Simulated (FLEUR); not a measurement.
# free Co(0001) film, 3 layers: parallel and opposed starts

Wanted: the moments of free Co(0001) film, 3 layers and the energy of each order that was tried.

Main program and level: FLEUR MaX-R8.1; PBEsol; all-electron FLAPW film, Dirac cores, scalar-relativistic bands.

## 1. The starting structure

The cell holds 3 atoms: 3 Co. Its edges and angles: a = 2.507 Å, b = 2.507 Å, c = 18.070 Å, α = 90.0°, β = 90.0°, γ = 120.0°. Layers at typed spacings, unrelaxed. Vacuum lies along c.

## 2. Start 1: ferro +++

The parallel start comes first: it shows whether parallel moments hold.

inpgen writes inp.xml from crystal.txt; cutoffs, mixing, functional, smearing and local orbitals are then set in the file. The k list default-1 (kpts.xml, not shown) is a Γ-centred 12×12×1 mesh; where the ranks do not divide the number of points, some are split in two of half the weight.

Contents of inp.xml:

```
<?xml version="1.0" encoding="UTF-8" standalone="no"?>
<fleurInput fleurInputVersion="0.39">
   <comment>
      Co
   </comment>
   <calculationSetup>
      <cutoffs Kmax="3.66" Gmax="11.0" GmaxXC="11.0" numbands="0"/>
      <scfLoop itmax="120" minDistance="0.00002" maxIterBroyd="15" imix="Anderson" alpha="0.03" precondParam="0.0" spinf="2.0" sdNocoIR="T"/>
      <coreElectrons ctail="T" frcor="F" kcrel="1" coretail_lmax="0"/>
      <xcFunctional name="PBEs" relativisticCorrections="F"/>
      <magnetism jspins="2"/>
      <soc l_soc="F" theta="0.0" phi="0.0" spav="F"/>
      <expertModes spex="0" secvar="F"/>
      <geometryOptimization l_f="F" forcealpha="1.0" forcemix="BFGS" epsdisp="0.00001" epsforce="0.00001"/>
      <ldaU l_linMix="F" mixParam="0.05" spinf="1.0"/>
   </calculationSetup>
   <cell>
      <bzIntegration valenceElectrons="51.0" mode="hist" fermiSmearingEnergy="0.00183747">
         <kPointListSelection listName="default-1"/>
         <xi:include xmlns:xi="http://www.w3.org/2001/XInclude" href="kpts.xml"> </xi:include>
      </bzIntegration>
      <xi:include xmlns:xi="http://www.w3.org/2001/XInclude" href="sym.xml"> </xi:include>
      <filmLattice scale="1.0" dVac="12.97" dTilda="15.47">
         <bravaisMatrixFilm>
            <row-1>    4.7375437355433538    -0.0000000791795246</row-1>
            <row-2>   -2.3687717992124133     4.1028332661104852</row-2>
         </bravaisMatrixFilm>
         <vacuumEnergyParameters vacuum="1" spinUp="-.25" spinDown="-.25"/>
      </filmLattice>
   </cell>
   <atomSpecies>
      <species name="Cobalt (Co2.000" element="Co" atomicNumber="27">
         <mtSphere radius="2.24" gridPoints="741" logIncrement="0.016"/>
         <atomicCutoffs lmax="8" lnonsphr="6"/>
         <electronConfig flipSpins="F">
            <coreConfig>(1s1/2) (2s1/2) (2p1/2) (2p3/2)</coreConfig>
            <valenceConfig>(3s1/2) (3p1/2) (3p3/2) (4s1/2) (3d3/2) (3d5/2)</valenceConfig>
            <stateOccupation state="(3d3/2)" spinUp="1.5" spinDown="1.3"/>
            <stateOccupation state="(3d5/2)" spinUp="3.0" spinDown="1.2"/>
         </electronConfig>
         <energyParameters s="4" p="4" d="3" f="4"/>
         <lo type="SCLO" l="0" n="3" eDeriv="0"/>
         <lo type="SCLO" l="1" n="3" eDeriv="0"/>
      </species>
   </atomSpecies>
   <atomGroups>
      <atomGroup species="Cobalt (Co2.000">
         <filmPos label="                   1">-1.000/3.000 1.000/3.000 -3.8456063830</filmPos>
         <filmPos label="                   3">-1.000/3.000 1.000/3.000 3.8456063830</filmPos>
         <force calculate="T" relaxXYZ="TTT"/>
      </atomGroup>
      <atomGroup species="Cobalt (Co2.000">
         <filmPos label="                   2">1.000/3.000 -1.000/3.000 .0000000000</filmPos>
         <force calculate="T" relaxXYZ="TTT"/>
      </atomGroup>
   </atomGroups>
   <output dos="F" band="F" slice="F">
      <bandDOS minEnergy="-.5*Htr" maxEnergy="0.5*Htr" sigma="0.015" storeEVData="T"/>
      <plotting iplot="0" polar="F">
         <plot TwoD="T" vec1="  1.0  0.0  0.0" vec2="  0.0  1.0  0.0" vec3="  0.0  0.0  1.0" zero="  0.0  0.0 -0.5" file="plot"/>
      </plotting>
      <moessbauerParams electricFieldGradient="F" isomerShift="T" coreHyperfine="T" valenceHyperfine="T"/>
   </output>
</fleurInput>
```

Contents of crystal.txt:

```
Co
&input film=T cartesian=F /
2.50700018054  -0.00000004190  0.00000000000
-1.25350005399  2.17112586459  0.00000000000
0.00000000000  0.00000000000  1.00000000000
1.8897261246
1.0 1.0 1.0

3
27 0.66666666667  0.33333333333  -3.84560638303 : 2.000
27 0.33333333333  0.66666666667  0.00000000000 : 2.000
27 0.66666666667  0.33333333333  3.84560638303 : 2.000

&kpt div1=12 div2=12 div3=1 gamma=T /
```

The run is started by

```bash
OMP_NUM_THREADS=1 inpgen -f crystal.txt > inpgen.log  # inp.xml is then edited as shown
OMP_NUM_THREADS=1 mpirun -n 4 fleur_MPI > fleur.log
```

Log:

```text
Welcome to FLEUR        (www.flapw.de)
      MaX-Release 8.1          (www.max-centre.eu)

 ========== k-point set info ==========
 Selected k-point list: default-1
 k-point list type: mesh
 0 x 0 x 0
 Number of k points: 20

 ------------Calculation Setup---------------------------
 Number of MPI-tasks      :            4
 Number of PE/node        :            4
 Number of OMP-threads    :            1
 k-points in parallel     :            4
 pe's per k-point         :            1
 No of k-point loops      :            5
 Eigenvalue solver        :       lapack
 Number of basis functions:          273
 Approximate size of matrices (H+S) per k-point:         0.002 GB
 --------------------------------------------------------
 [... lines of the core solver left out ...]
 Iteration:     1   Distance:      31.39605681 me/bohr^3
 [... lines of the core solver left out ...]
 Iteration:     2   Distance:      12.22710514 me/bohr^3
 [... lines of the core solver left out ...]
 Iteration:     3   Distance:      13.33343071 me/bohr^3
 [... lines of the core solver left out ...]
 Iteration:     4   Distance:       6.53024058 me/bohr^3
 [... lines of the core solver left out ...]
 Iteration:     5   Distance:       6.21820401 me/bohr^3
 [... lines of the core solver left out ...]
 Iteration:     6   Distance:       3.91825851 me/bohr^3
 [... lines of the core solver left out ...]
 Iteration:     7   Distance:       3.17686831 me/bohr^3
 [... lines of the core solver left out ...]
[... rest left out ...]

--- out.xml (last complete iteration) ---
<iteration numberForCurrentRun="   28" overallNumber="   28">
         <energyParameters units="Htr">
            <atomicEP atomType="1" spin="1" branch="4s" branchLowest="-3.70" branchHighest="1.37" value="-0.3225028245"/>
            <atomicEP atomType="1" spin="1" branch="4p" branchLowest="-2.34" branchHighest="1.97" value="-0.1835869408"/>
            <atomicEP atomType="1" spin="1" branch="3d" branchLowest="-9.99" branchHighest="-0.15" value="-0.2741524333"/>
            <atomicEP atomType="1" spin="1" branch="4f" branchLowest="-9.99" branchHighest="3.17" value="0.1347921871"/>
            <loAtomicEP atomType="1" spin="1" branch="3s" branchLowest="-32.93" branchHighest="-3.70" value="-3.7053681471"/>
            <loAtomicEP atomType="1" spin="1" branch="3p" branchLowest="-28.20" branchHighest="-2.34" value="-2.3608492137"/>
            <atomicEP atomType="2" spin="1" branch="4s" branchLowest="-3.70" branchHighest="1.36" value="-0.3433041120"/>
            <atomicEP atomType="2" spin="1" branch="4p" branchLowest="-2.35" branchHighest="1.96" value="-0.2062258205"/>
            <atomicEP atomType="2" spin="1" branch="3d" branchLowest="-9.99" branchHighest="-0.16" value="-0.2816482762"/>
            <atomicEP atomType="2" spin="1" branch="4f" branchLowest="-9.99" branchHighest="3.17" value="0.1110084544"/>
            <loAtomicEP atomType="2" spin="1" branch="3s" branchLowest="-32.94" branchHighest="-3.70" value="-3.7104885529"/>
            <loAtomicEP atomType="2" spin="1" branch="3p" branchLowest="-28.20" branchHighest="-2.35" value="-2.3658382108"/>
            <vacuumEP vacuum="1" spin="1" vzIR="-0.2770192093" vzInf="0.0000000000" value="-0.2500000000"/>
            <atomicEP atomType="1" spin="2" branch="4s" branchLowest="-3.62" branchHighest="1.42" value="-0.3224556004"/>
            <atomicEP atomType="1" spin="2" branch="4p" branchLowest="-2.26" branchHighest="2.02" value="-0.1876285864"/>
            <atomicEP atomType="1" spin="2" branch="3d" branchLowest="-9.99" branchHighest="-0.07" value="-0.2154363929"/>
            <atomicEP atomType="1" spin="2" branch="4f" branchLowest="-9.99" branchHighest="3.22" value="0.1278907233"/>
            <loAtomicEP atomType="1" spin="2" branch="3s" branchLowest="-32.89" branchHighest="-3.62" value="-3.6257008306"/>
            <loAtomicEP atomType="1" spin="2" branch="3p" branchLowest="-28.17" branchHighest="-2.26" value="-2.2832143066"/>
            <atomicEP atomType="2" spin="2" branch="4s" branchLowest="-3.62" branchHighest="1.41" value="-0.3493846188"/>
            <atomicEP atomType="2" spin="2" branch="4p" branchLowest="-2.27" branchHighest="2.01" value="-0.2166265858"/>
            <atomicEP atomType="2" spin="2" branch="3d" branchLowest="-9.99" branchHighest="-0.08" value="-0.2261065081"/>
            <atomicEP atomType="2" spin="2" branch="4f" branchLowest="-9.99" branchHighest="3.21" value="0.0975769281"/>
            <loAtomicEP atomType="2" spin="2" branch="3s" branchLowest="-32.90" branchHighest="-3.62" value="-3.6308644332"/>
            <loAtomicEP atomType="2" spin="2" branch="3p" branchLowest="-28.17" branchHighest="-2.27" value="-2.2883478209"/>
            <vacuumEP vacuum="1" spin="2" vzIR="-0.2806500311" vzInf="0.0000000000" value="-0.2500000000"/>
         </energyParameters>
         <bandgap value="0.0148458420" units="eV"/>
         <sumValenceSingleParticleEnergies value="-71.1390677025" units="Htr"/>
         <FermiEnergy value="-0.1873204785" units="Htr"/>
         <valenceDensity>
            <mtCharges spin="1">
               <mtCharge atomType="1" total="8.7961316" s="1.1937871" p="3.1277237" d="4.4628282" f="0.0089641"/>
               <mtCharge atomType="2" total="8.8373845" s="1.1922448" p="3.1674276" d="4.4614597" f="0.0124352"/>
            </mtCharges>
            <mtCharges spin="2">
               <mtCharge atomType="1" total="6.9728584" s="1.1977700" p="3.1566987" d="2.6074368" f="0.0085407"/>
               <mtCharge atomType="2" total="7.0439946" s="1.2001521" p="3.2014248" d="2.6269763" f="0.0120422"/>
            </mtCharges>
            <spinDependentCharge spin="1" total="28.1269042" interstitial="1.5981438" mtSpheres="26.4296478" vacuum1="0.0495563"/>
            <spinDependentCharge spin="2" total="22.8730960" interstitial="1.7723246" mtSpheres="20.9897114" vacuum1="0.0555300"/>
            <totalCharge value="51.0000002354"/>
         </valenceDensity>
         <allElectronCharges>
            <spinDependentCharge spin="1" total="43.1269166" interstitial="1.5981438" mtSpheres="41.4296602" vacuum1="0.0495563"/>
            <spinDependentCharge spin="2" total="37.8730836" interstitial="1.7723246" mtSpheres="35.9896990" vacuum1="0.0555300"/>
            <totalCharge value="81.0000002363"/>
         </allElectronCharges>
         <magneticMomentsInMTSpheres units="muBohr">
            <globalMagMoment atomType="1" vec="0.00000   0.00000   1.82328"/>
            <localMagMoment atomType="1" vec="0.00000   0.00000   1.82328"/>
            <globalMagMoment atomType="2" vec="0.00000   0.00000   1.79340"/>
            <localMagMoment atomType="2" vec="0.00000   0.00000   1.79340"/>
         </magneticMomentsInMTSpheres>
         <moessbauerParams unitsHFF="kG" unitsIS="e/bohr^3" unitsEFG="Htr/bohr^2">
            <coreHyperfineField atomType="1" hffTotal="-521.53949" isTotal="17039.17815">
               <shell n="1" l="0" hff="-9.96918" isomerShift="15551.99797"/>
               <shell n="2" l="0" hff="-513.19290" isomerShift="1478.35610"/>
               <shell n="2" l="1" hff="1.62259" isomerShift="8.82408"/>
            </coreHyperfineField>
            <coreHyperfineField atomType="2" hffTotal="-523.90545" isTotal="17039.10115">
               <shell n="1" l="0" hff="-10.02892" isomerShift="15551.95276"/>
               <shell n="2" l="0" hff="-515.50874" isomerShift="1478.32479"/>
               <shell n="2" l="1" hff="1.63221" isomerShift="8.82360"/>
            </coreHyperfineField>
            <isomerShift atomType="1" nucleusRadius="0.0000919" averageDensity="17262.56863"/>
            <isomerShift atomType="2" nucleusRadius="0.0000919" averageDensity="17262.46978"/>
         </moessbauerParams>
         <totalEnergy value="    -4176.7035642042" units="Htr">
            <sumOfEigenvalues value="    -2447.7612709405">
               <coreElectrons value="-2376.6222032381"/>
               <valenceElectrons value="-71.1390677025"/>
            </sumOfEigenvalues>
            <densityCoulombPotentialIntegral value="-6455.8902821116"/>
            <densityEffectivePotentialIntegral value="-6685.4806629262"/>
            <chargeDenXCDenIntegral value="-175.2440319208"/>
            <FockExchangeEnergyValence value="0.0000000000"/>
            <FockExchangeEnergyCore value="0.0000000000"/>
            <atomTypeDependentContributions atomType="1">
               <electronNucleiInteractionDifferentMTs value="3331.4859234119"/>
               <MadelungTerm value="-9.3663833232"/>
            </atomTypeDependentContributions>
            <atomTypeDependentContributions atomType="2">
               <electronNucleiInteractionDifferentMTs value="1666.4808000591"/>
               <MadelungTerm value="-3.9006764190"/>
            </atomTypeDependentContributions>
            <tkbTimesEntropy value="0.0009862479"/>
            <freeEnergy value="-4176.7045504521"/>
            <extrapolationTo0K value="-4176.7040573282"/>
         </totalEnergy>
         <densityConvergence units="me/bohr^3">
            <chargeDensity spin="1" distance="0.0000045370"/>
            <chargeDensity spin="2" distance="0.0000049488"/>
            <overallChargeDensity distance="0.0000057557"/>
            <spinDensity distance="0.0000075513"/>
         </densityConvergence>
      </iteration>
```

The job ended after 25 s (4 MPI ranks of Arm Neoverse V2, shared host; peak memory 0.26 GiB).

Spin moment in the muffin-tin sphere by atom:

```
atom  spin moment in the muffin-tin sphere (μB)
 Co1                                       1.82
 Co2                                       1.79
 Co3                                       1.82
```

This step gave:

| Item | Value |
| --- | --- |
| free energy | -113653.9208 eV |
| program's band gap on this mesh (in a metal only a level spacing) | 0.01485 eV |
| magnetization | 5.254 μB |
| final state | ferromagnetic |

After 28 cycles the largest moment stands at 1.82 μB.

## 3. Run 2 (ferri +-+)

An opposed order shows whether neighbours prefer unlike signs.

inp.xml: that of step 2 with these lines changed.

```diff
@@ -44,2 +44,15 @@
       </species>
+      <species name="Cobalt (Co-2.000" element="Co" atomicNumber="27">
+         <mtSphere radius="2.24" gridPoints="741" logIncrement="0.016"/>
+         <atomicCutoffs lmax="8" lnonsphr="6"/>
+         <electronConfig flipSpins="F">
+            <coreConfig>(1s1/2) (2s1/2) (2p1/2) (2p3/2)</coreConfig>
+            <valenceConfig>(3s1/2) (3p1/2) (3p3/2) (4s1/2) (3d3/2) (3d5/2)</valenceConfig>
+            <stateOccupation state="(3d3/2)" spinUp="1.3" spinDown="1.5"/>
+            <stateOccupation state="(3d5/2)" spinUp="1.2" spinDown="3.0"/>
+         </electronConfig>
+         <energyParameters s="4" p="4" d="3" f="4"/>
+         <lo type="SCLO" l="0" n="3" eDeriv="0"/>
+         <lo type="SCLO" l="1" n="3" eDeriv="0"/>
+      </species>
    </atomSpecies>
@@ -51,3 +64,3 @@
       </atomGroup>
-      <atomGroup species="Cobalt (Co2.000">
+      <atomGroup species="Cobalt (Co-2.000">
          <filmPos label="                   2">1.000/3.000 -1.000/3.000 .0000000000</filmPos>
```

crystal.txt: that of step 2 with these lines changed.

```diff
@@ -10,3 +10,3 @@
 27 0.66666666667  0.33333333333  -3.84560638303 : 2.000
-27 0.33333333333  0.66666666667  0.00000000000 : 2.000
+27 0.33333333333  0.66666666667  0.00000000000 : -2.000
 27 0.66666666667  0.33333333333  3.84560638303 : 2.000
```

Log:

```text
[banner, memory and clock lines left out]
Welcome to FLEUR        (www.flapw.de)
      MaX-Release 8.1          (www.max-centre.eu)

 ========== k-point set info ==========
 Selected k-point list: default-1
 k-point list type: mesh
 0 x 0 x 0
 Number of k points: 20

 [... set-up left out ...]
 Iteration:     1   Distance:      38.19126746 me/bohr^3
 [... lines of the core solver left out ...]
 Iteration:     2   Distance:      19.06741387 me/bohr^3
 [... lines of the core solver left out ...]
 Iteration:     3   Distance:      14.24632157 me/bohr^3
 [... lines of the core solver left out ...]
 Iteration:     4   Distance:       8.44951861 me/bohr^3
 [... lines of the core solver left out ...]
 Iteration:     5   Distance:       8.66572579 me/bohr^3
 [... lines of the core solver left out ...]
 Iteration:     6   Distance:       7.59363826 me/bohr^3
 [... lines of the core solver left out ...]
 Iteration:     7   Distance:       6.33622342 me/bohr^3
 [... lines of the core solver left out ...]
[... rest left out ...]

--- out.xml (last complete iteration) ---
<iteration numberForCurrentRun="  120" overallNumber="  120">
         [... left out ...]
         <bandgap value="0.0025947061" units="eV"/>
         <sumValenceSingleParticleEnergies value="-71.6753993932" units="Htr"/>
         <FermiEnergy value="-0.1970808972" units="Htr"/>
         [... left out ...]
         <magneticMomentsInMTSpheres units="muBohr">
            <globalMagMoment atomType="1" vec="0.00000   0.00000   1.61316"/>
            <globalMagMoment atomType="2" vec="0.00000   0.00000  -1.22544"/>
         </magneticMomentsInMTSpheres>
         [... left out ...]
         <totalEnergy value="    -4176.6775384971" units="Htr">
            <sumOfEigenvalues value="    -2448.6716898986">
               <coreElectrons value="-2376.9962905053"/>
               <valenceElectrons value="-71.6753993932"/>
            </sumOfEigenvalues>
         [... left out ...]
            <freeEnergy value="-4176.6798651972"/>
            <extrapolationTo0K value="-4176.6787018471"/>
         </totalEnergy>
         <densityConvergence units="me/bohr^3">
            <chargeDensity spin="1" distance="0.7881798107"/>
            <chargeDensity spin="2" distance="4.9476538960"/>
            <overallChargeDensity distance="5.0354943035"/>
            <spinDensity distance="4.9844568508"/>
         </densityConvergence>
      </iteration>
```

Wall time 1.7 min (4 MPI ranks); peak memory 0.26 GiB.

The run stopped without converging, so none of its numbers is a property of the system.

After 120 cycles the density distance stands at 5.0 me/bohr³, above the threshold of 2e-05.

(Continued in part 2 of 2.)

[Logs and program files are shortened in this print: banners, set-up blocks, solver, clock and traceback lines can be left out without a mark of their own.]

[Logs are printed without paths, hosts, clocks, repeated set-up lines and the standing remarks that a program may print on its own settings, such as how far it seeks lower states.]

[Hosts, paths, dates, database ids (printed as entryN), source tags and the programs' standing remarks are cut or masked in the printed files.]

[Where a cell is said to come from a database of computed structures, the database is the Materials Project.]
